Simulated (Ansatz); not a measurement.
# A hypothetical structure for CrInCl3F2

This structure for CrInCl3F2 is made up. Its elements were placed in a known structure type with a cell scaled to their sizes. What cell does the guess relax to, and how far off was it?

Program: Ansatz 0.2.0. Level of theory: DFT, PBEsol, plane-wave PAW, files of the set soft_1, scalar-relativistic, ferromagnetic start, cell and ions relaxed at zero pressure; PAW set soft_1. Results are calculated unless marked as measured.

## 1. The structure

The structure is orthorhombic, space group Immm (No. 71). Conventional cell: a = 4.459 Å, b = 7.758 Å, c = 9.331 Å, α = 90.00°, β = 90.00°, γ = 90.00°. Nearest to In lie 2 F at 2.49 Å and 4 Cl at 2.72 Å. Nearest to Cr lie 2 F at 2.18 Å and 4 Cl at 2.23 to 2.31 Å. Cl has 2 Cr at 2.23 Å nearest. Cl has 1 Cr at 2.31 Å and 2 In at 2.72 Å nearest. F has 1 Cr at 2.18 Å and 1 In at 2.49 Å nearest. Farther neighbours and most contacts between anions are not listed.

Coordinates:

```cif
data_structure
_symmetry_space_group_name_H-M 'P 1'
_symmetry_Int_Tables_number 1
_cell_length_a 6.4641
_cell_length_b 6.4641
_cell_length_c 6.4641
_cell_angle_alpha 139.648
_cell_angle_beta 106.248
_cell_angle_gamma 87.600
_cell_volume 161.39
loop_
_atom_site_label
_atom_site_type_symbol
_atom_site_fract_x
_atom_site_fract_y
_atom_site_fract_z
_atom_site_occupancy
In1 In 0.00000 0.00000 0.00000 1
Cr2 Cr 0.50000 0.50000 0.00000 1
Cl3 Cl 0.50000 0.00000 0.50000 1
Cl4 Cl 0.20170 0.50000 0.70170 1
Cl5 Cl 0.79830 0.50000 0.29830 1
F6 F 0.73310 0.73310 0.00000 1
F7 F 0.26690 0.26690 0.00000 1
```

## 2. Relaxation of the guess

The guess takes its coordinates from another compound and its volume from a rule, so the cell and any free coordinates are relaxed together.

input.yaml

```yaml
crystal:
  lattice:
    - [-2.2295, 3.879, 4.6655]
    - [2.2295, -3.879, 4.6655]
    - [2.2295, 3.879, -4.6655]
  atoms:
    - { symbol: In, position: [0.0, 0.0, 0.0] }
    - { symbol: Cr, position: [0.5, 0.5, 0.0], spin: 3.0 }
    - { symbol: Cl, position: [0.5, 0.0, 0.5] }
    - { symbol: Cl, position: [0.2017, 0.5, 0.7017] }
    - { symbol: Cl, position: [0.7983, 0.5, 0.2983] }
    - { symbol: F, position: [0.7331, 0.7331, 0.0] }
    - { symbol: F, position: [0.2669, 0.2669, 0.0] }
magnetization:
  spin_polarized: true
kpoints:
  mp_grid: { grid: [7, 7, 7] }
scf:
  occupations: { method: fermi_dirac, width: 0.05 }
hamiltonian:
  xc: pbesol
  pseudopotentials: { kind: paw, azcp: { folder: soft_1 }, xc_functional: pbe }
relax:
  f_tol: 0.015
  max_steps: 70
  cell: {}
output:
  forces: true
  stress: true
```

Command:

```console
ansatz run input.yaml --threads 4 --pin off --max-ram 10240MiB --backend cpu --events-out ev --progress --plain --runs-dir out
```

Numbers of over 12 decimals in the logs are rounded to 6 here.

The program printed:

```text
Engine: ansatz 0.2.0, aarch64-unknown-linux-gnu
Pseudopotentials: kind: paw
Pseudopotential: In, paw, valence charge 13, recommended cutoff 420 eV (normal), soft_1/In.paw.azcp
Pseudopotential: Cr, paw, valence charge 14, recommended cutoff 420 eV (normal), soft_1/Cr.paw.azcp
Pseudopotential: Cl, paw, valence charge 7, recommended cutoff 420 eV (normal), soft_1/Cl.paw.azcp
Pseudopotential: F, paw, valence charge 7, recommended cutoff 420 eV (normal), soft_1/F.paw.azcp
Functional definition: PBEsol
  exchange = pbesol_x
  correlation = pbesol_c
Crystal: 7 atoms, lattice volume = 161.393 Å³
Basis set: ecut = 420 eV, 3145 PW (Γ), exchange–correlation on 90×90×90 points (8 copies of the dense FFT grid, shifted against one another)
Bands: 40, of which v1, the nominal top of the filled ones, is band 31 counted from 1 (30 counted from 0)
Symmetry: 8 space group operations
Space group: Immm (ITA 71), of the structure as read, at distance tolerance 5.4e-5 Å
Magnetic group: BNS 71.533 (UNI 631), of the structure as read, at distance tolerance 5.4e-5 Å
k-points: 64 of 343
Non-local potential: In, projectors of the file, l = 0: 2, l = 1: 2, l = 2: 2, l = 3: 1
Non-local potential: Cr, projectors of the file, l = 0: 3, l = 1: 2, l = 2: 3, l = 3: 1
Non-local potential: Cl, projectors of the file, l = 0: 2, l = 1: 2, l = 2: 1
Non-local potential: F, projectors of the file, l = 0: 2, l = 1: 2, l = 2: 1
PAW form: soft (Blöchl's): semilocal exchange-correlation on the pseudo side does not see the compensation charge
PAW frozen core: In, regenerated for the run's functional, and the local potential with it (the file was generated under x = pbe(κ = 0.804, μ = 0.219515), c = pbe(β = 0.066725))
PAW frozen core: Cr, regenerated for the run's functional, and the local potential with it (the file was generated under x = pbe(κ = 0.804, μ = 0.219515), c = pbe(β = 0.066725))
PAW frozen core: Cl, regenerated for the run's functional, and the local potential with it (the file was generated under x = pbe(κ = 0.804, μ = 0.219515), c = pbe(β = 0.066725))
PAW frozen core: F, regenerated for the run's functional, and the local potential with it (the file was generated under x = pbe(κ = 0.804, μ = 0.219515), c = pbe(β = 0.066725))
PAW one-centre angular grid: In, 590 points (default); XC on 64 Gauss nodes
PAW one-centre angular grid: Cr, 590 points (default); XC on 64 Gauss nodes
PAW one-centre angular grid: Cl, 110 points (default); XC on 64 Gauss nodes
PAW one-centre angular grid: F, 110 points (default); XC on 64 Gauss nodes
Initial density: superposition of atomic densities (chi_scale 0.1, normalization cell, long waves kept (reshape's long-wave potential 0.19 eV rms))
Starting moments: Σ|m| = 3 μB on 1 of 7 sites
Initial wavefunctions: pseudopotential atomic-orbital guess
Functional: x = pbesol(κ = 0.804, μ = 0.123457), c = pbesol(β = 0.046)
SCF iter   1: F=—  HF=-13669.064508 eV  |F-HF|=—  |Δ(HF+E_count)|=         —  Δρ=1.25e-1 (↑1.25e-1 ↓8.65e-2)  dr2=7.99e1  dr2_m=6.85e-1  M=1.836 μB ∫|m|=3.804 μB  β_m=0.30  ethr=3.10e-3  ⟨swp⟩=9.0  Hψ=24491  notcnv=0  defer=15
Mixer restart at iter 1: flushing history
preconditioner: auto → none  [metal: Δε(μ)=0.006 eV  Ē_g=12.124 eV  σ=0.050 eV  W_gap=0.03  n_scr=40 (ndim 8)  ℏωp=21.5 eV  f_vac=0.170  D(μ)=8.39/eV (n_scr^D=72)  sad-step TF]
SCF iter   2: F=—  HF=-13661.125008 eV  |F-HF|=—  |Δ(HF+E_count)|=    7.94e0  Δρ=2.99e-2 (↑2.99e-2 ↓2.31e-2)  dr2=1.91e0  dr2_m=2.18e-1  M=3.020 μB ∫|m|=3.262 μB  β_m=0.29  ethr=3.10e-3  ⟨swp⟩=4.0  Hψ=14448  notcnv=0  defer=199
SCF iter   3: F=—  HF=-13660.969157 eV  |F-HF|=—  |Δ(HF+E_count)|=   1.56e-1  Δρ=1.96e-2 (↑1.96e-2 ↓1.50e-2)  dr2=6.49e-1  dr2_m=1.40e-1  M=3.026 μB ∫|m|=3.271 μB  β_m=0.48  ethr=3.09e-3  ⟨swp⟩=3.0  Hψ=10053  notcnv=0  defer=246
SCF iter   4: F=—  HF=-13661.298221 eV  |F-HF|=—  |Δ(HF+E_count)|=   3.29e-1  Δρ=7.76e-3 (↑7.76e-3 ↓4.57e-3)  dr2=8.35e-2  dr2_m=4.32e-2  M=3.091 μB ∫|m|=3.352 μB  β_m=0.56  ethr=1.05e-3  ⟨swp⟩=3.0  Hψ=10808  notcnv=0  defer=298
SCF iter   5: F=—  HF=-13661.327171 eV  |F-HF|=—  |Δ(HF+E_count)|=         —  Δρ=6.09e-3 (↑6.09e-3 ↓3.77e-3)  dr2=2.81e-1  dr2_m=4.24e-3  M=2.974 μB ∫|m|=3.256 μB  β_m=0.56  ethr=1.35e-4  ⟨swp⟩=3.4  Hψ=11421  notcnv=0  defer=305
Mixer restart at iter 5: flushing history
SCF iter   6: F=—  HF=-13661.462658 eV  |F-HF|=—  |Δ(HF+E_count)|=   1.35e-1  Δρ=1.77e-2 (↑1.77e-2 ↓2.97e-3)  dr2=9.99e-1  dr2_m=1.04e-1  M=3.230 μB ∫|m|=3.544 μB  β_m=0.33  ethr=1.35e-4  ⟨swp⟩=4.1  Hψ=12898  notcnv=0  defer=388  recentre
SCF iter   7: F=—  HF=-13661.326609 eV  |F-HF|=—  |Δ(HF+E_count)|=   1.36e-1  Δρ=2.06e-3 (↑1.83e-3 ↓2.06e-3)  dr2=3.69e-3  dr2_m=4.62e-3  M=3.084 μB ∫|m|=3.369 μB  β_m=0.69  ethr=1.35e-4  ⟨swp⟩=3.6  Hψ=11517  notcnv=0  defer=386
SCF iter   8: F=—  HF=-13661.329418 eV  |F-HF|=—  |Δ(HF+E_count)|=   2.81e-3  Δρ=1.12e-3 (↑1.12e-3 ↓6.81e-4)  dr2=1.86e-3  dr2_m=7.32e-4  M=3.085 μB ∫|m|=3.377 μB  β_m=0.76  ethr=5.95e-6  ⟨swp⟩=2.2  Hψ=10318  notcnv=0  defer=350
SCF iter   9: F=—  HF=-13661.329272 eV  |F-HF|=—  |Δ(HF+E_count)|=   1.46e-4  Δρ=8.35e-4 (↑8.35e-4 ↓4.69e-4)  dr2=1.62e-3  dr2_m=1.88e-4  M=3.081 μB ∫|m|=3.371 μB  β_m=0.58  ethr=3.00e-6  ⟨swp⟩=2.1  Hψ=9580  notcnv=0  defer=330
SCF iter  10: F=—  HF=-13661.329001 eV  |F-HF|=—  |Δ(HF+E_count)|=   2.71e-4  Δρ=4.05e-4 (↑4.05e-4 ↓1.24e-4)  dr2=2.41e-4  dr2_m=7.35e-5  M=3.082 μB ∫|m|=3.372 μB  β_m=0.52  ethr=2.61e-6  ⟨swp⟩=2.1  Hψ=8500  notcnv=0  defer=319
SCF iter  11: F=—  HF=-13661.328997 eV  |F-HF|=—  |Δ(HF+E_count)|=   4.37e-6  Δρ=2.30e-4 (↑2.30e-4 ↓7.46e-5)  dr2=9.07e-5  dr2_m=2.49e-5  M=3.083 μB ∫|m|=3.373 μB  β_m=0.70  ethr=3.88e-7  ⟨swp⟩=1.5  Hψ=5306  notcnv=0  defer=319
SCF iter  12: F=—  HF=-13661.328949 eV  |F-HF|=—  |Δ(HF+E_count)|=   4.82e-5  Δρ=8.43e-5 (↑8.43e-5 ↓3.22e-5)  dr2=1.12e-5  dr2_m=3.51e-6  M=3.083 μB ∫|m|=3.375 μB  β_m=0.66  ethr=1.46e-7  ⟨swp⟩=1.1  Hψ=5128  notcnv=0  defer=319
SCF iter  13: F=—  HF=-13661.328948 eV  |F-HF|=—  |Δ(HF+E_count)|=   9.14e-7  Δρ=2.15e-5 (↑2.15e-5 ↓1.07e-5)  dr2=7.10e-7  dr2_m=2.90e-7  M=3.084 μB ∫|m|=3.375 μB  β_m=0.62  ethr=1.81e-8  ⟨swp⟩=2.1  Hψ=7425  notcnv=0  defer=319
SCF iter  14: F=—  HF=-13661.328948 eV  |F-HF|=—  |Δ(HF+E_count)|=   2.45e-8  Δρ=2.93e-6 (↑2.40e-6 ↓2.93e-6)  dr2=9.71e-9  dr2_m=8.30e-9  M=3.084 μB ∫|m|=3.375 μB  β_m=0.68  ethr=1.15e-9  ⟨swp⟩=2.0  Hψ=7886  notcnv=0  defer=319
[...]
relax step   4: F+E_penalty+E_count = -13662.56115172 eV  Δ(F+E_penalty+E_count) = -6.830e-2 eV  max|allowed force component| = 1.339e-1 eV/Å  Δτ_max = 0.0822 Å  P = +1.158 GPa  Ω = 143.904 Å³  energy of the carried Pulay correction = +1.264e-2 eV  (10 SCF iters, dr2 threshold 7.00e-7 eV, accepted)
[...]
relax step   5: F+E_penalty+E_count = -13662.58088502 eV  Δ(F+E_penalty+E_count) = -1.973e-2 eV  max|allowed force component| = 8.145e-2 eV/Å  Δτ_max = 0.0384 Å  P = -0.399 GPa  Ω = 147.572 Å³  energy of the carried Pulay correction = +9.871e-3 eV  (8 SCF iters, dr2 threshold 7.00e-7 eV, accepted)
[...]
relax step   6: F+E_penalty+E_count = -13662.58458395 eV  Δ(F+E_penalty+E_count) = -3.699e-3 eV  max|allowed force component| = 3.768e-3 eV/Å  Δτ_max = 0.0120 Å  P = -0.020 GPa  Ω = 146.459 Å³  energy of the carried Pulay correction = +1.070e-2 eV  (8 SCF iters, dr2 threshold 7.00e-7 eV, accepted)
[...]
relax step   7: F+E_penalty+E_count = -13662.58380166 eV  Δ(F+E_penalty+E_count) = +7.823e-4 eV  max|allowed force component| = 4.337e-3 eV/Å  Δτ_max = 0.0000 Å  P = -0.030 GPa  Ω = 146.459 Å³  stress off target by 1.12e-1 GPa  SCF on the basis re-selected at this cell (its energy is not comparable with the rows above)  (10 SCF iters)
[...]
relax step   8: F+E_penalty+E_count = -13662.58392674 eV  Δ(F+E_penalty+E_count) = -1.251e-4 eV  max|allowed force component| = 6.431e-4 eV/Å  Δτ_max = 0.0011 Å  P = +0.002 GPa  Ω = 146.367 Å³  energy of the carried Pulay correction = +5.407e-5 eV  (5 SCF iters, dr2 threshold 3.14e-8 eV, accepted)
iter 1 solved again at ethr=2.73e-7 eV; its pass at ethr=3.10e-3 eV (dr2=1.69e-4 eV) is discarded
SCF iter   1: F=—  HF=-13662.583870 eV  |F-HF|=—  |Δ(HF+E_count)|=         —  Δρ=2.16e-5 (↑2.16e-5 ↓1.16e-5)  dr2=4.70e-8  dr2_m=3.74e-8  M=3.157 μB ∫|m|=3.381 μB  β_m=0.65  ethr=2.73e-7  ⟨swp⟩=3.6  Hψ=38746  notcnv=0
eigensolver tolerance schedule: the retry pair's looser diagonalisation over-reported the residual by 3598.43 of it (diagonalisation noise at 0.46 of the residual, at the tolerance the schedule requests for it); recorded, not acted on — ethr = c·dr2/N_el stays at c = 1.0e-1
preconditioner: auto → none  [metal: Δε(μ)=0.010 eV  Ē_g=12.881 eV  σ=0.050 eV  W_gap=0.05  n_scr=36 (ndim 8)  ℏωp=22.6 eV  f_vac=0.158  D(μ)=1.40/eV (n_scr^D=4)]
SCF iter   2: F=—  HF=-13662.583878 eV  |F-HF|=—  |Δ(HF+E_count)|=   7.90e-6  Δρ=7.71e-6 (↑7.71e-6 ↓4.31e-6)  dr2=2.08e-8  dr2_m=5.32e-9  M=3.157 μB ∫|m|=3.381 μB  β_m=0.55  ethr=7.58e-11  ⟨swp⟩=3.0  Hψ=11111  notcnv=0
SCF iter   3: F=—  HF=-13662.583880 eV  |F-HF|=—  |Δ(HF+E_count)|=   2.04e-6  Δρ=3.87e-6 (↑3.87e-6 ↓2.25e-6)  dr2=1.03e-8  dr2_m=1.24e-9  M=3.157 μB ∫|m|=3.381 μB  β_m=0.48  ethr=3.35e-11  ⟨swp⟩=2.0  Hψ=8615  notcnv=0
SCF iter   4: F=—  HF=-13662.583880 eV  |F-HF|=—  |Δ(HF+E_count)|=   5.68e-7  Δρ=3.06e-7 (↑3.06e-7 ↓2.98e-7)  dr2=1.68e-10  dr2_m=2.73e-11  M=3.157 μB ∫|m|=3.381 μB  β_m=0.49  ethr=1.66e-11  ⟨swp⟩=2.0  Hψ=8576  notcnv=0
SCF iter   5: F=—  HF=-13662.583880 eV  |F-HF|=—  |Δ(HF+E_count)|=   1.28e-9  Δρ=1.27e-7 (↑1.27e-7 ↓1.04e-7)  dr2=2.32e-11  dr2_m=9.70e-12  M=3.157 μB ∫|m|=3.381 μB  β_m=0.51  ethr=1.00e-12  ⟨swp⟩=2.3  Hψ=7356  notcnv=0
SCF iter   6: F=—  HF=-13662.583880 eV  |F-HF|=—  |Δ(HF+E_count)|=  1.02e-10  Δρ=6.40e-8 (↑6.40e-8 ↓5.98e-8)  dr2=5.66e-12  dr2_m=2.80e-12  M=3.157 μB ∫|m|=3.381 μB  β_m=0.55  ethr=1.00e-12  ⟨swp⟩=1.0  Hψ=5120  notcnv=0
SCF iter   7: F=—  HF=-13662.583880 eV  |F-HF|=—  |Δ(HF+E_count)|=  3.09e-11  Δρ=1.22e-7 (↑1.22e-7 ↓5.90e-8)  dr2=7.10e-11  dr2_m=2.33e-12  M=3.157 μB ∫|m|=3.381 μB  β_m=0.58  ethr=1.00e-12  ⟨swp⟩=1.0  Hψ=5120  notcnv=0
SCF iter   8: F=-13662.583880 eV  HF=-13662.583880 eV  |F-HF|=3.64e-12  |Δ(HF+E_count)|=  3.64e-12  Δρ=2.82e-8 (↑2.82e-8 ↓1.61e-8)  dr2=3.68e-12  dr2_m=1.11e-13  M=3.157 μB ∫|m|=3.381 μB  ethr=1.00e-12  ⟨swp⟩=3.0  Hψ=14892  notcnv=0
SCF 9 converged in 8 iterations: F = -13662.583880 eV  dr2 = 3.68e-12
relax step   9: F+E_penalty+E_count = -13662.58388027 eV  Δ(F+E_penalty+E_count) = +4.647e-5 eV  max|allowed force component| = 6.698e-4 eV/Å  Δτ_max = 0.0000 Å  P = +0.001 GPa  Ω = 146.367 Å³  stress off target by 1.42e-2 GPa  SCF on the basis re-selected at this cell (its energy is not comparable with the rows above)  (8 SCF iters)
basis re-selected at this cell: Δ(F+E_penalty+E_count) = +4.647e-5 eV, ΔP = -0.001 GPa vs the last step (what re-selecting the basis moved, of the pressure what is left beyond the Pulay correction that the steps carried, after the strain that the cell walked since its last selection, with what the two solves' SCF thresholds leave and, on support functions, any second-order correction that the steps lacked; it is no m [...]
SCF converged after 8 iterations
Magnetization: 3.1573 μB (32.5786 up, 29.4214 down)
Absolute magnetization: 3.3843 μB (∫|ρ↑−ρ↓|, with the PAW one-centre terms)
Spin contamination: 0.0929 ħ² per cell (⟨S²⟩ above its minimum at these occupations)
Per-site moments (μB) at R_I (Å): [(-0.0032627, 0.896155), (2.407368, 0.784226), (0.024820, 0.953291), (-0.013003, 0.973766), (-0.013003, 0.973766), (0.026357, 0.784226), (0.026357, 0.784226)]
Free energy (F): -13662.583880 eV
Harris-Foulkes:  -13662.583880 eV  (|F-HF|=3.64e-12)
Internal energy: -13662.572160 eV  (E = F + TS)
E sigma→0 (E₀):  -13662.578020 eV
Entropy (-TS):   -0.011720 eV (-1.674 meV/atom)
Fermi energy:    4.862549 eV
--- Per-component energies (eV) ---
  E_band       = -570.564116
  E_kinetic    = 1365.609095
  E_local      = -5951.449958  (includes V_loc(G=0)·N_el)
  E_nonlocal   = 649.113185
  E_hartree    = 2422.129066
  E_xc         = -722.884878
  E_vxc        = -774.259851  (∫ρ·V_xc dr)
  E_paw        = -7652.417376  (= ΣΔE_a)
  E_vpaw       = -703.837407  (= ΣTr[D̂ρ^β])
  E_aug_tail   = 0.002784  (compensation charges beyond the density's cutoff)
  E_ewald      = -3773.390163
  E_core_change = 0.716085  (= ΣΔE_core)
  E_smearing   = -0.011720  (= −TS)
  E_closure    = -0.000000  (closes the sum)
  Σ components = -13662.583880   (vs F -13662.583880, Δ=0.00e0)
--- Forces (eV/Å), atoms counted from 1 ---
  atom   1  In     0.00000000     0.00000000    -0.00000000
  atom   2  Cr     0.00000000     0.00000000     0.00000000
  atom   3  Cl     0.00000000    -0.00000000     0.00000000
  atom   4  Cl     0.00000000    -0.00066979     0.00000000
  atom   5  Cl     0.00000000     0.00066979    -0.00000000
  atom   6  F      0.00000000     0.00000000    -0.00002438
  atom   7  F      0.00000000    -0.00000000     0.00002438
  max |Σ_I F_I| component: 1.08e-19 eV/Å
--- Stress (GPa, compression-positive) ---
        0.014201       0.000000       0.000000
        0.000000      -0.008843      -0.000000
        0.000000      -0.000000      -0.003081
  P = ⅓ Tr σ = 0.0008 GPa (0.008 kbar)
--- Relaxed structure (7 steps of the walk, 7 accepted, 2 SCFs on fresh bases) ---
  F+E_penalty+E_count = -13662.58388027 eV   max|allowed force component| = 6.698e-4 eV/Å   (the final SCF, on the basis selected at the relaxed cell)
  cell:  # Å, volume = 146.3674 Å³
    - [-2.311009, 3.886860, 4.073651]
    - [2.311009, -3.886860, 4.073651]
    - [2.311009, 3.886860, -4.073651]
  atoms:
    - { symbol: In, position: [-1.966796391985511e-19, -1.3279264785406597e-19, 0] }
    - { symbol: Cr, position: [0.5, 0.5, 0] }
    - { symbol: Cl, position: [0.500000, -1.3279264785406617e-19, 0.500000] }
    - { symbol: Cl, position: [0.196330, 0.5, 0.696330] }
    - { symbol: Cl, position: [0.803670, 0.5, 0.303670] }
    - { symbol: F, position: [0.733348, 0.733348, 0] }
    - { symbol: F, position: [0.266652, 0.266652, 0] }
```

Run time: 1.8 min. Hardware: 4 threads of Arm Neoverse V1, shared host; peak memory 0.94 GiB; 7 min of CPU time.

The steps of the relaxation:

```
step  energy less that of the first step (eV)  largest force component (eV/Å)  pressure (GPa)  volume (Å³)
   1                                   0.0000                          0.8824           -3.54       161.39
   2                                  -0.6956                          0.6901           -2.71       154.92
   3                                  -1.1639                          0.1243           -0.47       148.70
   4                                  -1.2322                          0.1339            1.16       143.90
   5                                  -1.2519                          0.0815           -0.40       147.57
   6                                  -1.2556                          0.0038           -0.02       146.46
  7*                                  -1.2549                          0.0043           -0.03       146.46
   8                                  -1.2550                          0.0006            0.00       146.37
  9*                                  -1.2549                          0.0007            0.00       146.37
```

Relaxation steps marked * repeat the geometry before them on a plane-wave basis chosen anew for their cell, so energy and pressure can jump there.

Forces are held to the 8 operations that the run works with; a distortion that breaks them can't arise in this run.

```
     cell as run  before   after  change
           a (Å)   6.464   6.086  -5.8 %
           b (Å)   6.464   6.086  -5.8 %
           c (Å)   6.464   6.086  -5.8 %
           α (°)  139.65  135.37  -3.1 %
           β (°)  106.25  100.62  -5.3 %
           γ (°)   87.60   95.97  +9.6 %
volume (Å³/atom)   23.06   20.91  -9.3 %
```

The atoms that moved most (Å, as changes of fractional coordinates times the final cell):

```
atom     dx      dy     dz  length
 Cl4  0.000  -0.042  0.000   0.042
 Cl5  0.000   0.042  0.000   0.042
```

The relaxed structure:

```xyz
7
Lattice="-2.3110 3.8869 4.0737 2.3110 -3.8869 4.0737 2.3110 3.8869 -4.0737" Properties=species:S:1:pos:R:3 pbc="T T T"
In    0.0000    0.0000    0.0000
Cr    0.0000    0.0000    4.0737
Cl    0.0000    3.8869    0.0000
Cl    2.3110    1.5262    0.0000
Cl    0.0000    2.3606    4.0737
F     0.0000    0.0000    5.9748
F     0.0000    0.0000    2.1725
```

Numbers from this step:

- free energy: -13662.5839 eV
- energy at zero smearing: -13662.5780 eV
- smearing term TS: 0.01172 eV
- Fermi energy: 4.863 eV
- magnetization: 3.157 μB
- absolute magnetization: 3.384 μB
- site moments: -0.003263, 2.407, 0.02482, -0.01300, -0.01300, 0.02636, 0.02636 μB
- electrons: 62
- symmetry operations: 8
- pressure: 7.59e-4 GPa

Site moment by atom:

```
atom  site moment (μB)
 In1              0.00
 Cr2              2.41
 Cl3              0.02
 Cl4             -0.01
 Cl5             -0.01
  F6              0.03
  F7              0.03
```

The shortest distance of each pair, which need not be the same contact before and after:

```
 pair  guess (Å)  relaxed (Å)
 Cr–F      2.175        1.901
 F–In      2.490        2.172
Cl–Cr      2.229        2.311
Cl–In      2.724        2.769
 Cl–F      3.115        2.993
```

The relaxation ends with a largest force component of 6.7e-4 eV/Å and a pressure of 0.00 GPa.

## 3. Results

| Property | Result |
| --- | --- |
| space group, relaxed | Immm |
| conventional cell | a = 4.622, b = 7.774, c = 8.147 Å; α = 90.0°, β = 90.0°, γ = 90.0° |
| volume per atom | 20.91 Å³ (guess 23.06) |
| total moment | 3.16 μB in the cell of 7 atoms |

CrInCl3F2 relaxes to Immm with a = 4.622, b = 7.774 and c = 8.147 Å. The guessed volume was 10 % too large. The space group Immm was held in the relaxation, so the end point is a stationary structure within it and may be a saddle against distortions or other arrangements. The input starts from parallel moments, and no other start was typed. Mesh and cutoff weren't tested. No dispersion term is used, so weakly bound directions may come out too long. Nothing here tests whether the compound is stable against decomposition.

[Logs are printed without paths, hosts, clocks, repeated set-up lines and the standing remarks that a program may print on its own settings, such as how far it seeks lower states.]

[Hosts, paths, dates, database ids (printed as entryN), source tags and the programs' standing remarks are cut or masked in the printed files.]
